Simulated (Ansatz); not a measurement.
In doubt: one-shot GW on d or f shells is unsure, so the values of those runs are not to be relied on.

Rows from a G0W0 calculation on Rb2CoAgF6 (Fm-3m) (Ansatz 0.2.0; G0W0 on PBE with a share 0.05 of exact exchange, plane waves, PAW; PAW set soft_1; 2×2×2 mesh, 664 empty bands, screening to 150 eV, PAW set soft_1 files), in eV. Spin-orbit coupling is left out.

| row | k | band | start | Σx | Σc at the solution | Vxc |
| --- | --- | --- | --- | --- | --- | --- |
| A | (0.000, -0.500, -0.500) | c3 | 10.680 | -12.062 | -4.843 | -17.956 |
| B | (0.000, -0.500, -0.500) | c1 | 6.686 | -21.143 | -6.599 | -29.053 |
| C | (0.000, -0.500, -0.500) | c2 | 7.609 | -25.113 | -6.274 | -32.611 |
| D | (0.000, -0.500, -0.500) | v3 | 4.829 | -41.738 | 8.258 | -33.200 |
| E | (0.000, -0.500, -0.500) | v1 | 4.844 | -42.161 | 8.475 | -33.449 |

Q: Give the quasiparticle energies and the shift of each level.

The quasiparticle equation reads E = start + Σx + Σc(E) − Vxc.

| row | E (eV) | shift (eV) |
| --- | --- | --- |
| A | 11.732 | +1.052 |
| B | 7.997 | +1.311 |
| C | 8.834 | +1.225 |
| D | 4.549 | −0.280 |
| E | 4.608 | −0.236 |

Limits: not at the basis limit; no spin polarisation; d shell near the gap, gap tends to lie low; d states lean on the start; no spin-orbit coupling; coarse k mesh.

[Runs of the session that timed out or met a known fault of the program may be left out.]

[Cells called generated may have been cut or substituted from an entry of the Crystallography Open Database or the Materials Project.]

[Hosts, paths, dates, database ids (printed as entryN), source tags and the programs' standing remarks are cut or masked in the printed files.]
